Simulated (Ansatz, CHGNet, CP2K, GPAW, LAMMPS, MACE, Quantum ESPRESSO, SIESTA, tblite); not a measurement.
# CP2K on amorphous Ge (61 atoms): settings against a plane-wave reference, part 2 of 4

How do the settings of CP2K change the result for amorphous Ge (61 atoms)? A plane-wave run serves as the yardstick.

Program: CP2K 2026.2; the method stands at each step. Banners, paths, timers and routine set-up lines are dropped from the logs unmarked, and long logs keep their key lines alone; longer cuts are marked.

So far. Step 2 (PBE, DZVP-UZH, 350/50 Ry, diagonalisation): Forces lie 4.7 % from the reference's, at 1.2 times its CPU time (on 2 against 4 cores). Step 3 (PBE, TZV2P-MOLOPT (SR for Ge), 350/50 Ry …): Against the first run (4.7 %), the force difference from the reference is 2.9 %, at 1.1 times the CPU time (on 4 against 2 cores), with 1342 basis functions against 793; this set comes with other potentials too, so the change isn't the basis's alone.

## 4. PBE, TZVP-UZH, 350/50 Ry, diagonalisation

Method: Kohn-Sham DFT, PBE, GTH-PBE pseudopotentials, Gaussian and plane waves, TZVP-MOLOPT (UZH set), diagonalisation.

File input.inp:

```
&GLOBAL
  PROJECT cell
  RUN_TYPE ENERGY_FORCE
  PRINT_LEVEL LOW
&END GLOBAL
&FORCE_EVAL
  METHOD QS
  STRESS_TENSOR ANALYTICAL
  &DFT
    BASIS_SET_FILE_NAME BASIS_MOLOPT_UZH
    POTENTIAL_FILE_NAME POTENTIAL_UZH
    &MGRID
      CUTOFF 350
      REL_CUTOFF 50
    &END MGRID
    &QS
      EPS_DEFAULT 1.0E-12
    &END QS
    &SCF
      SCF_GUESS ATOMIC
      EPS_SCF 1.0E-06
      MAX_SCF 200
      ADDED_MOS 27
      &DIAGONALIZATION
        ALGORITHM STANDARD
      &END DIAGONALIZATION
      &SMEAR ON
        METHOD FERMI_DIRAC
        ELECTRONIC_TEMPERATURE [K] 580
      &END SMEAR
      &MIXING
        METHOD BROYDEN_MIXING
        ALPHA 0.15
        NBROYDEN 8
      &END MIXING
      &PRINT
        &RESTART OFF
        &END RESTART
      &END PRINT
    &END SCF
    &XC
      &XC_FUNCTIONAL PBE
      &END XC_FUNCTIONAL
    &END XC
    &PRINT
      &MULLIKEN ON
      &END MULLIKEN
      &HIRSHFELD ON
        SHAPE_FUNCTION DENSITY
      &END HIRSHFELD
      &MO ON
        EIGENVALUES T
        OCCUPATION_NUMBERS T
        MO_INDEX_RANGE 111 134
        &EACH
          QS_SCF 0
        &END EACH
        ADD_LAST NUMERIC
      &END MO
    &END PRINT
  &END DFT
  &SUBSYS
    &CELL
      A 11.18750 0.00000 0.00000
      B 0.00000 11.18750 0.00000
      C 0.00000 0.00000 11.18750
    &END CELL
    &TOPOLOGY
      COORD_FILE_NAME structure.xyz
      COORD_FILE_FORMAT XYZ
    &END TOPOLOGY
    &KIND Ge
      BASIS_SET TZVP-MOLOPT-PBE-GTH-q4
      POTENTIAL GTH-PBE-q4
    &END KIND
  &END SUBSYS
  &PRINT
    &FORCES ON
    &END FORCES
    &STRESS_TENSOR ON
    &END STRESS_TENSOR
  &END PRINT
&END FORCE_EVAL
```

File structure.xyz:

```xyz
61

[... 61 atom lines left out: the same atoms as in the first run ...]
```

Launch:

```sh
$ OMP_NUM_THREADS=1 mpirun -np 4 cp2k.psmp -i input.inp > output.txt
```

Numbers of over 12 decimals in the logs are rounded to 6 here.

The log of the run:

```text
CP2K| version string:                                       CP2K version 2026.2
 CP2K| Input file name                                                 input.inp
 GLOBAL| Basis set file name                                    BASIS_MOLOPT_UZH
 GLOBAL| Potential file name                                       POTENTIAL_UZH
 GLOBAL| Run type                                                   ENERGY_FORCE
 GLOBAL| Total number of message passing processes                             4
 GLOBAL| Number of threads for this process                                    1
[... lines left out ...]
                        Smear method:                                FERMI_DIRAC
[... lines left out ...]
 Number of electrons:                                                        244
[... lines left out ...]
  Step     Update method      Time    Convergence         Total energy    Change
[... lines left out ...]
  *** SCF run converged in    17 steps ***
[... lines left out ...]
  Fermi energy:                                                 0.154947
  Total energy:                                              -239.111805
  Total energy (extrapolated to T->0):                       -239.109275
[... lines left out ...]
 MO| E(Fermi):            0.154947 a.u.          4.216335 eV
[... lines left out ...]
     61       Ge     1       4.000          4.022                        -0.022
  Total Charge                                                           -0.000
 !-----------------------------------------------------------------------------!
 ENERGY| Total FORCE_EVAL ( QS ) energy [hartree]           -239.111773
 FORCES| Atomic forces [hartree/bohr]
 FORCES|   Atom     x               y               z               |f|
 FORCES|      1 -3.49959980E-03  9.84238444E-03  1.72234617E-02   2.01436680E-02
 FORCES|      2 -1.65821868E-02 -3.81095566E-03 -1.45262718E-02   2.23719663E-02
 FORCES|      3  1.60510676E-02  3.92358631E-04  1.60583652E-02   2.27081881E-02
[...]
FORCES|     60 -3.03412214E-03  2.63106369E-04 -3.24866625E-03   4.45297143E-03
 FORCES|     61  3.39206440E-03  4.71868415E-03  1.05160396E-02   1.20149561E-02
 FORCES| Sum     2.67151613E-07 -3.23836867E-07 -1.16523461E-06
 FORCES| Total atomic force                                       1.23855238E-06
 STRESS| Analytical stress tensor [bar]
 STRESS|                        x                   y                   z
 STRESS|      x        3.84794050867E+04   1.32856795411E+03  -2.35873815477E+03
 STRESS|      y        1.32856795411E+03   4.17275830330E+04  -6.03243945532E+02
 STRESS|      z       -2.35873815477E+03  -6.03243945532E+02   5.40433722468E+04
 STRESS| 1/3 Trace                                             4.47501201221E+04
```

The job ended after 34 s (4 MPI ranks of Arm Neoverse V2, shared host; peak memory 3.1 GiB; 2.3 min of CPU time).

Numbers from this run, and their distance from the reference:

```
r.m.s. force component                  : 0.6385 eV/Å
r.m.s. difference of force components   : 25.33 meV/Å
longest difference of force vectors     : 90.81 meV/Å
force difference over r.m.s. force      : 3.976 %
slope of forces against the reference's : 1.001
correlation of force components         : 0.9992
pressure                                : 4.475 GPa
pressure difference                     : 0.4334 GPa
```

Against the first run (4.7 %), the force difference from the reference is 4.0 %, at 1.2 times the CPU time (on 4 against 2 cores), with 1037 basis functions against 793: the larger basis brings the forces nearer.

## 5. PBEsol, PBE potentials, DZVP-UZH, 350/50 Ry, diagonalisation

Method: Kohn-Sham DFT, PBEsol, GTH-PBE pseudopotentials, Gaussian and plane waves, DZVP-MOLOPT (UZH set), diagonalisation.

Changes to input.inp since step 4:

```diff
@@ -41,3 +41,6 @@
     &XC
-      &XC_FUNCTIONAL PBE
+      &XC_FUNCTIONAL
+        &PBE
+          PARAMETRIZATION PBESOL
+        &END PBE
       &END XC_FUNCTIONAL
@@ -67,8 +70,7 @@
     &END CELL
-    &TOPOLOGY
-      COORD_FILE_NAME structure.xyz
-      COORD_FILE_FORMAT XYZ
-    &END TOPOLOGY
+    &COORD
+[... 61 atom lines left out: the same atoms as in the first run ...]
+    &END COORD
     &KIND Ge
-      BASIS_SET TZVP-MOLOPT-PBE-GTH-q4
+      BASIS_SET DZVP-MOLOPT-PBE-GTH-q4
       POTENTIAL GTH-PBE-q4
```

Launch:

```sh
$ OMP_NUM_THREADS=2 cp2k.psmp -i input.inp > output.txt
```

The log of the run:

```text
CP2K| version string:                                       CP2K version 2026.2
 CP2K| Input file name                                                 input.inp
 GLOBAL| Basis set file name                                    BASIS_MOLOPT_UZH
 GLOBAL| Potential file name                                       POTENTIAL_UZH
 GLOBAL| Run type                                                   ENERGY_FORCE
 GLOBAL| Total number of message passing processes                             1
 GLOBAL| Number of threads for this process                                    2
 TOTAL NUMBERS AND MAXIMUM NUMBERS
  Total number of            - Atomic kinds:                                   1
                             - Atoms:                                         61
[... lines left out ...]
                        Smear method:                                FERMI_DIRAC
[... lines left out ...]
 Number of electrons:                                                        244
[... lines left out ...]
  Step     Update method      Time    Convergence         Total energy    Change
[... lines left out ...]
  *** SCF run converged in    17 steps ***
[... lines left out ...]
  Fermi energy:                                                 0.156051
  Total energy:                                              -238.478494
  Total energy (extrapolated to T->0):                       -238.475774
[... lines left out ...]
 MO| E(Fermi):            0.156051 a.u.          4.246359 eV
[... lines left out ...]
 !-----------------------------------------------------------------------------!
 !-----------------------------------------------------------------------------!
                           Hirshfeld Charges
  #Atom  Element  Kind  Ref Charge     Population                    Net charge
      1       Ge     1       4.000          4.006                        -0.006
      2       Ge     1       4.000          3.983                         0.017
      3       Ge     1       4.000          4.016                        -0.016
[...]
60       Ge     1       4.000          4.013                        -0.013
     61       Ge     1       4.000          4.021                        -0.021
  Total Charge                                                           -0.000
 !-----------------------------------------------------------------------------!
 ENERGY| Total FORCE_EVAL ( QS ) energy [hartree]           -238.478499
 FORCES| Atomic forces [hartree/bohr]
 FORCES|   Atom     x               y               z               |f|
 FORCES|      1 -3.09264332E-03  9.54622420E-03  1.80081473E-02   2.06152421E-02
 FORCES|      2 -1.65061016E-02 -4.15463450E-03 -1.44763882E-02   2.23445338E-02
 FORCES|      3  1.57701261E-02  2.91729582E-04  1.68015726E-02   2.30450608E-02
[...]
FORCES|     60 -2.50234681E-03 -2.24676889E-04 -3.20647791E-03   4.07353899E-03
 FORCES|     61  2.95962740E-03  4.59793359E-03  1.02218694E-02   1.15925407E-02
 FORCES| Sum    -5.21410291E-08  3.74852769E-08  3.89664889E-07
 FORCES| Total atomic force                                       3.94920952E-07
 STRESS| Analytical stress tensor [bar]
 STRESS|                        x                   y                   z
 STRESS|      x        3.34724035983E+04   1.44366209411E+03  -2.09467173620E+03
 STRESS|      y        1.44366209411E+03   3.59738156198E+04  -4.64884343446E+02
 STRESS|      z       -2.09467173620E+03  -4.64884343446E+02   4.82341814585E+04
 STRESS| 1/3 Trace                                             3.92268002255E+04
```

The job ended after 61 s (2 threads; peak memory 1.6 GiB; 1.9 min of CPU time).

Against the reference:

* r.m.s. force component: 0.6425 eV/Å
* r.m.s. difference of force components: 37.19 meV/Å
* longest difference of force vectors: 114.7 meV/Å
* force difference over r.m.s. force: 5.836 %
* slope of forces against the reference's: 1.007
* correlation of force components: 0.9983
* pressure: 3.923 GPa
* pressure difference: -0.1189 GPa

Against the first run (4.7 %), the force difference from the reference is 5.8 %, at 1.0 times the CPU time; the model has changed, so this is no error of the program alone.

## 6. r2SCAN, SCAN potentials, DZVP-UZH(SCAN), 600/50 Ry, diagonalisation

Method: Kohn-Sham DFT, r2SCAN, GTH-SCAN pseudopotentials, Gaussian and plane waves, DZVP-MOLOPT (UZH set), diagonalisation.

Changes to input.inp since step 5:

```diff
@@ -12,4 +12,5 @@
     &MGRID
-      CUTOFF 350
+      CUTOFF 600
       REL_CUTOFF 50
+      NGRIDS 5
     &END MGRID
@@ -42,5 +43,6 @@
       &XC_FUNCTIONAL
-        &PBE
-          PARAMETRIZATION PBESOL
-        &END PBE
+        &MGGA_X_R2SCAN
+        &END MGGA_X_R2SCAN
+        &MGGA_C_R2SCAN
+        &END MGGA_C_R2SCAN
       &END XC_FUNCTIONAL
@@ -71,7 +73,32 @@
     &COORD
-[... 61 atom lines left out: the same atoms as in the first run ...]
+      SCALED
+      Ge 0.52507 0.56824 0.21916
+      Ge 0.05605 0.56356 0.13471
+      Ge 0.72147 0.08165 0.46066
+      Ge 0.22971 0.45591 0.00843
+      Ge 0.45236 0.72770 0.53976
+      Ge 0.36071 0.48535 0.32770
+      Ge 0.42742 0.50912 0.53831
+      Ge 0.98591 0.99839 0.66652
+      Ge 0.73284 0.42012 0.75088
+      Ge 0.32874 0.26722 0.08104
+      Ge 0.93740 0.31727 0.80287
+      Ge 0.52126 0.22213 0.98851
+      Ge 0.06253 0.64906 0.90766
+      Ge 0.19114 0.61655 0.30040
+      Ge 0.00733 0.20846 0.61836
+      Ge 0.24249 0.94121 0.38566
+      Ge 0.25509 0.45757 0.63808
+      Ge 0.29581 0.27696 0.29962
+      Ge 0.67456 0.17069 0.13837
+      Ge 0.75300 0.64288 0.70293
+[... 37 atom lines left out ...]
+      Ge 0.38187 0.50627 0.83850
+      Ge 0.82429 0.75041 0.37549
+      Ge 0.21542 0.80128 0.88428
+      Ge 0.57150 0.40861 0.89648
     &END COORD
     &KIND Ge
-      BASIS_SET DZVP-MOLOPT-PBE-GTH-q4
-      POTENTIAL GTH-PBE-q4
+      BASIS_SET DZVP-MOLOPT-SCAN-GTH-q4
+      POTENTIAL GTH-SCAN-q4
     &END KIND
```

The log of the run:

```text
CP2K| version string:                                       CP2K version 2026.2
 CP2K| Input file name                                                 input.inp
 GLOBAL| Basis set file name                                    BASIS_MOLOPT_UZH
 GLOBAL| Potential file name                                       POTENTIAL_UZH
[... lines left out ...]
 Number of electrons:                                                        244
[... lines left out ...]
  Step     Update method      Time    Convergence         Total energy    Change
[... lines left out ...]
  *** SCF run converged in    18 steps ***
[... lines left out ...]
  Fermi energy:                                                 0.146830
  Total energy:                                              -241.218302
  Total energy (extrapolated to T->0):                       -241.215908
[... lines left out ...]
 MO| E(Fermi):            0.146830 a.u.          3.995442 eV
[... lines left out ...]
 ENERGY| Total FORCE_EVAL ( QS ) energy [hartree]           -241.218302
[... lines left out ...]
 FORCES|      1 -8.40662819E-03  1.06492715E-02  1.15637091E-02   1.78268827E-02
 FORCES|      2 -1.53532039E-02 -3.35750531E-03 -1.38581052E-02   2.09533003E-02
 FORCES|      3  1.52614246E-02  2.02929655E-03  1.17337166E-02   1.93574077E-02
[...]
FORCES|     60 -4.89155246E-03  3.19383802E-03 -2.15983028E-03   6.22838290E-03
 FORCES|     61  3.91504262E-03  4.54696803E-03  1.36215701E-02   1.48845439E-02
 FORCES| Sum    -9.27316795E-06 -1.79032707E-05 -1.84628891E-06
 FORCES| Total atomic force                                       2.02466671E-05
 STRESS| Analytical stress tensor [bar]
 STRESS|                        x                   y                   z
 STRESS|      x       -2.68418148762E+04   1.17892576185E+03  -4.31551717332E+03
 STRESS|      y        1.17892576185E+03  -1.81348618889E+04   5.47284722971E+02
 STRESS|      z       -4.31551717332E+03   5.47284722971E+02  -4.80819981669E+03
 STRESS| 1/3 Trace                                            -1.65949588606E+04
```

The job ended after 3.3 min (2 threads; peak memory 4.1 GiB).

Numbers from this run, and their distance from the reference:

```yaml
r_m_s_force_component: 0.5898 eV/Å
r_m_s_difference_of_force_components: 198.1 meV/Å
longest_difference_of_force_vectors: 568.3 meV/Å
force_difference_over_r_m_s_force: 31.09 %
slope_of_forces_against_the_reference_s: 0.8801
correlation_of_force_components: 0.9508
pressure: -1.659 GPa
pressure_difference: -5.701 GPa
```

Against the first run (4.7 %), the force difference from the reference is 31 %, at 3.2 times the CPU time; the model has changed, so this is no error of the program alone.

## 7. PBE, DZVP-UZH, 350/20 Ry, diagonalisation

Method: Kohn-Sham DFT, PBE, GTH-PBE pseudopotentials, Gaussian and plane waves, DZVP-MOLOPT (UZH set), diagonalisation.

Changes to input.inp since step 6:

```diff
@@ -12,5 +12,4 @@
     &MGRID
-      CUTOFF 600
-      REL_CUTOFF 50
-      NGRIDS 5
+      CUTOFF 350
+      REL_CUTOFF 20
     &END MGRID
@@ -42,7 +41,3 @@
     &XC
-      &XC_FUNCTIONAL
-        &MGGA_X_R2SCAN
-        &END MGGA_X_R2SCAN
-        &MGGA_C_R2SCAN
-        &END MGGA_C_R2SCAN
+      &XC_FUNCTIONAL PBE
       &END XC_FUNCTIONAL
@@ -72,9 +67,9 @@
     &END CELL
-    &COORD
-      SCALED
-[... 61 atom lines left out: the same atoms as in the first run ...]
-    &END COORD
+    &TOPOLOGY
+      COORD_FILE_NAME structure.xyz
+      COORD_FILE_FORMAT XYZ
+    &END TOPOLOGY
     &KIND Ge
-      BASIS_SET DZVP-MOLOPT-SCAN-GTH-q4
-      POTENTIAL GTH-SCAN-q4
+      BASIS_SET DZVP-MOLOPT-PBE-GTH-q4
+      POTENTIAL GTH-PBE-q4
     &END KIND
```

structure.xyz is that of step 4.

The log of the run:

```text
CP2K| version string:                                       CP2K version 2026.2
 CP2K| Input file name                                                 input.inp
 GLOBAL| Basis set file name                                    BASIS_MOLOPT_UZH
 GLOBAL| Potential file name                                       POTENTIAL_UZH
[... lines left out ...]
 Number of electrons:                                                        244
[... lines left out ...]
  Step     Update method      Time    Convergence         Total energy    Change
[... lines left out ...]
  *** SCF run converged in    17 steps ***
[... lines left out ...]
  Fermi energy:                                                 0.156301
  Total energy:                                              -239.020389
  Total energy (extrapolated to T->0):                       -239.017824
[... lines left out ...]
 MO| E(Fermi):            0.156301 a.u.          4.253164 eV
[... lines left out ...]
 ENERGY| Total FORCE_EVAL ( QS ) energy [hartree]           -239.020369
[... lines left out ...]
 FORCES|      1 -3.59130226E-03  9.62559741E-03  1.71718655E-02   2.00105608E-02
 FORCES|      2 -1.65665551E-02 -3.96489691E-03 -1.39578370E-02   2.20225423E-02
 FORCES|      3  1.58341999E-02  3.24684427E-04  1.60225766E-02   2.25288763E-02
[...]
FORCES|     60 -3.09512805E-03  4.46010415E-04 -3.24622630E-03   4.50740814E-03
 FORCES|     61  3.64332724E-03  4.68024576E-03  1.06009497E-02   1.21473729E-02
 FORCES| Sum     1.21878742E-03  7.57136039E-04  3.00568730E-04
 FORCES| Total atomic force                                       1.46596021E-03
 STRESS| Analytical stress tensor [bar]
 STRESS|                        x                   y                   z
 STRESS|      x        4.06388919235E+04   1.40962788010E+03  -2.48034240912E+03
 STRESS|      y        1.40962788010E+03   4.38582576851E+04  -4.82566590889E+02
 STRESS|      z       -2.48034240912E+03  -4.82566590889E+02   5.66689740670E+04
 STRESS| 1/3 Trace                                             4.70553745586E+04
```

It took 42 s on 2 threads; peak memory 1.6 GiB; 75 s of CPU time.

Numbers from this run, and their distance from the reference:

| Quantity | Value |
| --- | --- |
| r.m.s. force component | 0.6353 eV/Å |
| r.m.s. difference of force components | 31.54 meV/Å |
| longest difference of force vectors | 114 meV/Å |
| force difference over r.m.s. force | 4.949 % |
| slope of forces against the reference's | 0.9959 |
| correlation of force components | 0.9988 |
| pressure | 4.705 GPa |
| pressure difference | 0.6639 GPa |
| energy less the same-level run's | -1.332 meV/atom |
| r.m.s. force difference from the same-level run | 8.177 meV/Å |

This is a coarse setting, run to see what it loses.

Against the first run (4.7 %), the force difference from the reference is 4.9 %, at 0.67 times the CPU time: the change moves forces by 8.2 meV/Å r.m.s., so most of the difference comes from elsewhere.

[end of part 2 of 4]

[Also dropped from logs without a mark: logging warnings of Python, and SIESTA's first energy breakdown and zero terms.]

[Logs are printed without paths, hosts, clocks, repeated set-up lines and the standing remarks that a program may print on its own settings, such as how far it seeks lower states.]

[Hosts, paths, dates, database ids (printed as entryN), source tags and the programs' standing remarks are cut or masked in the printed files.]
